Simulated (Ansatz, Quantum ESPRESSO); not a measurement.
# Ballistic transmission: vacuum gap of 5.0 Å between two Cu(111) faces, part 2 of 3

Aim: the zero-bias transmission with pwcond for this junction: vacuum gap of 5.0 Å between two Cu(111) faces.

Quantum ESPRESSO 7.5; plane-wave DFT, PBE, GBRV ultrasoft pseudopotentials; cross-check by Ansatz 0.2.0 with PAW datasets.

So far. Step 2 (SCF with pw.x): The run needed 16 iterations to bring the estimated error under 1e-07 Ry; the largest force on any atom, held or free, is 0.09 eV/Å.

### 3. Transmission with pwcond.x

Level of this step: transmission by pwcond, lead and junction from one cell; plane-wave DFT, PBE, GBRV ultrasoft pseudopotentials (Quantum ESPRESSO).

prefixt takes both regions from one run: the lead from 0 to bdl, the scattering region from bdl to bds (units of alat). ikind = 1 puts the same lead on both sides. The program's T_tot counts both spins in a run without spin; the tables below give T per spin.

cond.in reads:

```
&inputcond
  outdir = './out'
  prefixt = 'scf'
  tran_file = 'cond.dat'
  bdl = 2.4494897430
  bds = 10.9240634381
  ikind = 1
  ewind = 4.0
  epsproj = 1e-05
  nz1 = 7
  energy0 = 0.4
  denergy = -0.4
/
19
  0.00000000 0.00000000 0.00694444
  0.00000000 0.08333333 0.04166667
  0.00000000 0.16666667 0.04166667
  0.00000000 0.25000000 0.04166667
  0.00000000 0.33333333 0.04166667
  0.00000000 0.41666667 0.04166667
  0.00000000 0.50000000 0.02083333
  0.08333333 0.16666667 0.04166667
  0.08333333 0.25000000 0.08333333
  0.08333333 0.33333333 0.08333333
  0.08333333 0.41666667 0.08333333
  0.08333333 0.50000000 0.08333333
  0.16666667 0.33333333 0.04166667
  0.16666667 0.41666667 0.08333333
  0.16666667 0.50000000 0.08333333
  0.16666667 0.58333333 0.04166667
  0.25000000 0.50000000 0.04166667
  0.25000000 0.58333333 0.08333333
  0.33333333 0.66666667 0.01388889
3
```

Run with:

```console
$ OMP_NUM_THREADS=1 mpirun -n 4 pwcond.x -in cond.in > cond.out
```

Log:

```text
[banner, memory and clock lines left out]
Program PWCOND v.7.5 starts

          URL

     ./out/scf.save/

     IMPORTANT: XC functional enforced from input :
     Exchange-correlation= PBE
                           (   1   4   3   4   0   0   0)
     Any further DFT definition will be discarded
     Please, verify this is what you really want

     Check: negative core charge=   -0.000001
     Reading collected, re-writing distributed wavefunctions

===== INPUT FILE containing all the regions =====

     GEOMETRY:

     lattice parameter (alat)  =       4.8639  a.u.
     the volume                =    1088.6057 (a.u.)^3
     the cross section         =      20.4881 (a.u.)^2
     l of the unit cell        =      10.9241 (alat)
     number of atoms/cell      =           12
     number of atomic types    =            1

     crystal axes: (cart. coord. in units of alat)
               a(1) = (  1.0000  0.0000  0.0000 )
               a(2) = (  0.5000  0.8660  0.0000 )
               a(3) = (  0.0000  0.0000 10.9241 )

   Cartesian axes

     site n.     atom                  positions (alat units)
          1        Cu     tau(  1)=(  0.0000  0.0000 10.9241  )
          2        Cu     tau(  2)=(  0.5000  0.2887  0.8165  )
          3        Cu     tau(  3)=(  1.0000  0.5774  1.6330  )
          4        Cu     tau(  4)=(  0.0000  0.0000  2.4495  )
          5        Cu     tau(  5)=(  0.5000  0.2887  3.2660  )
          6        Cu     tau(  6)=(  1.0000  0.5774  4.0825  )
          7        Cu     tau(  7)=(  0.0000  0.0000  6.0251  )
          8        Cu     tau(  8)=(  0.5000  0.2887  6.8416  )
          9        Cu     tau(  9)=(  1.0000  0.5774  7.6581  )
         10        Cu     tau( 10)=(  0.0000  0.0000  8.4746  )
         11        Cu     tau( 11)=(  0.5000  0.2887  9.2911  )
         12        Cu     tau( 12)=(  1.0000  0.5774 10.1076  )

     nr1s                      =           20
     nr2s                      =           20
     nr3s                      =          216
     nr1sx                     =           20
     nr2sx                     =           20
     nr3sx                     =          216
     nr1                       =           24
     nr2                       =           24
     nr3                       =          240
     nr1x                      =           24
     nr2x                      =           24
     nr3x                      =          240

 _______________________________
  Radii of nonlocal spheres:

     type       ibeta     ang. mom.          radius (alat units)
       Cu         1         0                    0.3212
       Cu         2         0                    0.3212
       Cu         3         1                    0.3212
       Cu         4         1                    0.3212
       Cu         5         2                    0.3212
       Cu         6         2                    0.3212
----- General information -----

--- T calc. with identical leads (ikind=1) ---

     nrx                       =           20
     nry                       =           20
     nz1                       =            7

     energy0               =         4.0E-01
     denergy               =        -4.0E-01
     nenergy               =          3
     ecut2d                =         4.0E+01
     ewind                 =         4.0E+00
     epsproj               =         1.0E-05

     number of k_|| points=   19
                       cryst. coord.
        k(    1) = (   0.0000000   0.0000000), wk =   0.0069444
        k(    2) = (   0.0000000   0.0833333), wk =   0.0416667
        k(    3) = (   0.0000000   0.1666667), wk =   0.0416667
        k(    4) = (   0.0000000   0.2500000), wk =   0.0416667
        k(    5) = (   0.0000000   0.3333333), wk =   0.0416667
        k(    6) = (   0.0000000   0.4166667), wk =   0.0416667
        k(    7) = (   0.0000000   0.5000000), wk =   0.0208333
        k(    8) = (   0.0833333   0.1666667), wk =   0.0416667
        k(    9) = (   0.0833333   0.2500000), wk =   0.0833333
        k(   10) = (   0.0833333   0.3333333), wk =   0.0833333
        k(   11) = (   0.0833333   0.4166667), wk =   0.0833333
        k(   12) = (   0.0833333   0.5000000), wk =   0.0833333
        k(   13) = (   0.1666667   0.3333333), wk =   0.0416667
        k(   14) = (   0.1666667   0.4166667), wk =   0.0833333
        k(   15) = (   0.1666667   0.5000000), wk =   0.0833333
        k(   16) = (   0.1666667   0.5833333), wk =   0.0416667
        k(   17) = (   0.2500000   0.5000000), wk =   0.0416667
        k(   18) = (   0.2500000   0.5833333), wk =   0.0833333
        k(   19) = (   0.3333333   0.6666667), wk =   0.0138889
----- Information about left/right lead -----

     nocros                   =           18
     noins                    =           36
     norb                     =           72
     norbf                    =          180
     nrz                      =           48

      iorb      type   ibeta   ang. mom.   m       position (alat)
        1        1       1        0        1   taunew(   1)=(  0.0000  0.0000  0.0000)
        2        1       2        0        1   taunew(   2)=(  0.0000  0.0000  0.0000)
        3        1       3        1        1   taunew(   3)=(  0.0000  0.0000  0.0000)
        4        1       3        1        2   taunew(   4)=(  0.0000  0.0000  0.0000)
        5        1       3        1        3   taunew(   5)=(  0.0000  0.0000  0.0000)
        6        1       4        1        1   taunew(   6)=(  0.0000  0.0000  0.0000)
        7        1       4        1        2   taunew(   7)=(  0.0000  0.0000  0.0000)
        8        1       4        1        3   taunew(   8)=(  0.0000  0.0000  0.0000)
        9        1       5        2        1   taunew(   9)=(  0.0000  0.0000  0.0000)
       10        1       5        2        2   taunew(  10)=(  0.0000  0.0000  0.0000)
       11        1       5        2        3   taunew(  11)=(  0.0000  0.0000  0.0000)
       12        1       5        2        4   taunew(  12)=(  0.0000  0.0000  0.0000)
       13        1       5        2        5   taunew(  13)=(  0.0000  0.0000  0.0000)
       14        1       6        2        1   taunew(  14)=(  0.0000  0.0000  0.0000)
       15        1       6        2        2   taunew(  15)=(  0.0000  0.0000  0.0000)
       16        1       6        2        3   taunew(  16)=(  0.0000  0.0000  0.0000)
       17        1       6        2        4   taunew(  17)=(  0.0000  0.0000  0.0000)
       18        1       6        2        5   taunew(  18)=(  0.0000  0.0000  0.0000)
       19        1       1        0        1   taunew(  19)=(  0.5000  0.2887  0.8165)
[...]
116        1       4        1        3   taunew( 116)=(  0.0000  0.0000  6.0251)
      117        1       5        2        1   taunew( 117)=(  0.0000  0.0000  6.0251)
      118        1       5        2        2   taunew( 118)=(  0.0000  0.0000  6.0251)
      119        1       5        2        3   taunew( 119)=(  0.0000  0.0000  6.0251)
      120        1       5        2        4   taunew( 120)=(  0.0000  0.0000  6.0251)
      121        1       5        2        5   taunew( 121)=(  0.0000  0.0000  6.0251)
      122        1       6        2        1   taunew( 122)=(  0.0000  0.0000  6.0251)
      123        1       6        2        2   taunew( 123)=(  0.0000  0.0000  6.0251)
      124        1       6        2        3   taunew( 124)=(  0.0000  0.0000  6.0251)
      125        1       6        2        4   taunew( 125)=(  0.0000  0.0000  6.0251)
      126        1       6        2        5   taunew( 126)=(  0.0000  0.0000  6.0251)
      127        1       1        0        1   taunew( 127)=(  0.5000  0.2887  6.8416)
      128        1       2        0        1   taunew( 128)=(  0.5000  0.2887  6.8416)
      129        1       3        1        1   taunew( 129)=(  0.5000  0.2887  6.8416)
      130        1       3        1        2   taunew( 130)=(  0.5000  0.2887  6.8416)
      131        1       3        1        3   taunew( 131)=(  0.5000  0.2887  6.8416)
      132        1       4        1        1   taunew( 132)=(  0.5000  0.2887  6.8416)
      133        1       4        1        2   taunew( 133)=(  0.5000  0.2887  6.8416)
      134        1       4        1        3   taunew( 134)=(  0.5000  0.2887  6.8416)
      135        1       5        2        1   taunew( 135)=(  0.5000  0.2887  6.8416)
      136        1       5        2        2   taunew( 136)=(  0.5000  0.2887  6.8416)
      137        1       5        2        3   taunew( 137)=(  0.5000  0.2887  6.8416)
      138        1       5        2        4   taunew( 138)=(  0.5000  0.2887  6.8416)
      139        1       5        2        5   taunew( 139)=(  0.5000  0.2887  6.8416)
      140        1       6        2        1   taunew( 140)=(  0.5000  0.2887  6.8416)
      141        1       6        2        2   taunew( 141)=(  0.5000  0.2887  6.8416)
      142        1       6        2        3   taunew( 142)=(  0.5000  0.2887  6.8416)
      143        1       6        2        4   taunew( 143)=(  0.5000  0.2887  6.8416)
      144        1       6        2        5   taunew( 144)=(  0.5000  0.2887  6.8416)
      145        1       1        0        1   taunew( 145)=(  1.0000  0.5774  7.6581)
      146        1       2        0        1   taunew( 146)=(  1.0000  0.5774  7.6581)
      147        1       3        1        1   taunew( 147)=(  1.0000  0.5774  7.6581)
      148        1       3        1        2   taunew( 148)=(  1.0000  0.5774  7.6581)
      149        1       3        1        3   taunew( 149)=(  1.0000  0.5774  7.6581)
      150        1       4        1        1   taunew( 150)=(  1.0000  0.5774  7.6581)
      151        1       4        1        2   taunew( 151)=(  1.0000  0.5774  7.6581)
      152        1       4        1        3   taunew( 152)=(  1.0000  0.5774  7.6581)
      153        1       5        2        1   taunew( 153)=(  1.0000  0.5774  7.6581)
      154        1       5        2        2   taunew( 154)=(  1.0000  0.5774  7.6581)
      155        1       5        2        3   taunew( 155)=(  1.0000  0.5774  7.6581)
      156        1       5        2        4   taunew( 156)=(  1.0000  0.5774  7.6581)
      157        1       5        2        5   taunew( 157)=(  1.0000  0.5774  7.6581)
      158        1       6        2        1   taunew( 158)=(  1.0000  0.5774  7.6581)
      159        1       6        2        2   taunew( 159)=(  1.0000  0.5774  7.6581)
      160        1       6        2        3   taunew( 160)=(  1.0000  0.5774  7.6581)
      161        1       6        2        4   taunew( 161)=(  1.0000  0.5774  7.6581)
      162        1       6        2        5   taunew( 162)=(  1.0000  0.5774  7.6581)
      163        1       1        0        1   taunew( 163)=(  0.0000  0.0000  8.4746)
      164        1       2        0        1   taunew( 164)=(  0.0000  0.0000  8.4746)
      165        1       3        1        1   taunew( 165)=(  0.0000  0.0000  8.4746)
      166        1       3        1        2   taunew( 166)=(  0.0000  0.0000  8.4746)
      167        1       3        1        3   taunew( 167)=(  0.0000  0.0000  8.4746)
      168        1       4        1        1   taunew( 168)=(  0.0000  0.0000  8.4746)
      169        1       4        1        2   taunew( 169)=(  0.0000  0.0000  8.4746)
      170        1       4        1        3   taunew( 170)=(  0.0000  0.0000  8.4746)
      171        1       5        2        1   taunew( 171)=(  0.0000  0.0000  8.4746)
      172        1       5        2        2   taunew( 172)=(  0.0000  0.0000  8.4746)
      173        1       5        2        3   taunew( 173)=(  0.0000  0.0000  8.4746)
      174        1       5        2        4   taunew( 174)=(  0.0000  0.0000  8.4746)
      175        1       5        2        5   taunew( 175)=(  0.0000  0.0000  8.4746)
      176        1       6        2        1   taunew( 176)=(  0.0000  0.0000  8.4746)
      177        1       6        2        2   taunew( 177)=(  0.0000  0.0000  8.4746)
      178        1       6        2        3   taunew( 178)=(  0.0000  0.0000  8.4746)
      179        1       6        2        4   taunew( 179)=(  0.0000  0.0000  8.4746)
      180        1       6        2        5   taunew( 180)=(  0.0000  0.0000  8.4746)
 ngper, shell number =           61           9
 ngper, n2d =           61          56
---  E-Ef =    0.4000000  k =    0.0000000   0.0000000
---  ie =          1  ik =          1
 Nchannels of the left tip =            0
 Right moving states:
   k1(2pi/a)   k2(2pi/a)   E-Ef (eV)
 Left moving states:
   k1(2pi/a)   k2(2pi/a)   E-Ef (eV)

 to transmit
          E-Ef(ev), T =    0.4000000   0.0000000
---  E-Ef =    0.0000000  k =    0.0000000   0.0000000
---  ie =          2  ik =          1
 Nchannels of the left tip =            0
 Right moving states:
   k1(2pi/a)   k2(2pi/a)   E-Ef (eV)
 Left moving states:
   k1(2pi/a)   k2(2pi/a)   E-Ef (eV)

 to transmit
          E-Ef(ev), T =    0.0000000   0.0000000
---  E-Ef =   -0.4000000  k =    0.0000000   0.0000000
---  ie =          3  ik =          1
 Nchannels of the left tip =            0
 Right moving states:
   k1(2pi/a)   k2(2pi/a)   E-Ef (eV)
 Left moving states:
   k1(2pi/a)   k2(2pi/a)   E-Ef (eV)

 to transmit
          E-Ef(ev), T =   -0.4000000   0.0000000
 ngper, shell number =           61          35
 ngper, n2d =           61          59
[... further energies and points left out ...]
---  E-Ef =    0.4000000  k =    0.3333333   0.6666667
---  ie =          1  ik =         19
 Nchannels of the left tip =            0
 Right moving states:
   k1(2pi/a)   k2(2pi/a)   E-Ef (eV)
 Left moving states:
   k1(2pi/a)   k2(2pi/a)   E-Ef (eV)

 to transmit
          E-Ef(ev), T =    0.4000000   0.0000000
---  E-Ef =    0.0000000  k =    0.3333333   0.6666667
---  ie =          2  ik =         19
 Nchannels of the left tip =            0
 Right moving states:
   k1(2pi/a)   k2(2pi/a)   E-Ef (eV)
 Left moving states:
   k1(2pi/a)   k2(2pi/a)   E-Ef (eV)

 to transmit
          E-Ef(ev), T =    0.0000000   0.0000000
---  E-Ef =   -0.4000000  k =    0.3333333   0.6666667
---  ie =          3  ik =         19
 Nchannels of the left tip =            0
 Right moving states:
   k1(2pi/a)   k2(2pi/a)   E-Ef (eV)
 Left moving states:
   k1(2pi/a)   k2(2pi/a)   E-Ef (eV)

 to transmit
          E-Ef(ev), T =   -0.4000000   0.0000000
   T_tot     0.40000      0.75393E-01
   T_tot     0.00000      0.48352E-01
   T_tot    -0.40000      0.52737E-01

Note: The following floating-point exceptions are signalling: IEEE_UNDERFLOW_FLAG
Note: The following floating-point exceptions are signalling: IEEE_UNDERFLOW_FLAG
Note: The following floating-point exceptions are signalling: IEEE_UNDERFLOW_FLAG
Note: The following floating-point exceptions are signalling: IEEE_UNDERFLOW_FLAG
```

The job ended after 36 s (4 MPI ranks of Arm Neoverse V2, shared host; peak memory 0.23 GiB).

This step gave:

- lead channels at the Fermi level, one spin: 0.8125
- transmission at the Fermi level, one spin: 0.02418
- conductance: 0.02418 G₀

Per spin; mean over the k mesh across the current. Table of open channels, zone mean by energy, zero at the Fermi level:

| energy (eV) | open channels, zone mean |
| --- | --- |
| -0.400 | 0.729 |
| 0.000 | 0.812 |
| 0.400 | 0.812 |

Per spin; mean over the k mesh across the current. Transmission, zone mean against energy, zero at the Fermi level:

| energy (eV) | transmission, zone mean |
| --- | --- |
| -0.400 | 0.0264 |
| 0.000 | 0.0242 |
| 0.400 | 0.0377 |

At 0.000 eV; k in fractions of b1, b2. Transmission by k point:

| k1 | k2 | weight | t | channels |
| --- | --- | --- | --- | --- |
| 0 | 0 | 0.006944 | 0 | 0 |
| 0 | 0.08333 | 0.04167 | 0 | 0 |
| 0 | 0.1667 | 0.04167 | 0.1211 | 1 |
| 0 | 0.25 | 0.04167 | 0.04022 | 1 |
| 0 | 0.3333 | 0.04167 | 0.01523 | 1 |
| 0 | 0.4167 | 0.04167 | 0.005021 | 1 |
| 0 | 0.5 | 0.02083 | 9.16e-4 | 1 |
| 0.08333 | 0.1667 | 0.04167 | 0.1721 | 1 |
| 0.08333 | 0.25 | 0.08333 | 0.05749 | 1 |
| 0.08333 | 0.3333 | 0.08333 | 0.02215 | 1 |
| 0.08333 | 0.4167 | 0.08333 | 0.00849 | 1 |
| 0.08333 | 0.5 | 0.08333 | 6.55e-4 | 1 |
| 0.1667 | 0.3333 | 0.04167 | 0.02556 | 1 |
| 0.1667 | 0.4167 | 0.08333 | 0.01091 | 1 |
| 0.1667 | 0.5 | 0.08333 | 4.02e-4 | 1 |
| 0.1667 | 0.5833 | 0.04167 | 0 | 0 |
| 0.25 | 0.5 | 0.04167 | 3.96e-4 | 1 |
| 0.25 | 0.5833 | 0.08333 | 0 | 0 |
| 0.3333 | 0.6667 | 0.01389 | 0 | 0 |

The program's own clock; routines nest. Time by routine:

| routine | wall time (s) | calls |
| --- | --- | --- |
| PWCOND | 35.74 | 1 |
| scatter_forw | 29.17 | 114 |
| compbs | 3.32 | 57 |
| compbs_2 | 2.76 | 57 |
| local | 2.01 | 19 |
| init | 0.33 | 1 |
| poten | 0.03 | 1 |

At no point does T exceed the number of channels.

[end of part 2 of 3]

[Logs are printed without paths, hosts, clocks, repeated set-up lines and the standing remarks that a program may print on its own settings, such as how far it seeks lower states.]

[Hosts, paths, dates, database ids (printed as entryN), source tags and the programs' standing remarks are cut or masked in the printed files.]

[Maps of the electrostatic potential energy from Ansatz leave out the sawtooth potential of an applied field or a dipole correction, so their vacuum need not be flat; planar profiles and work functions include it.]
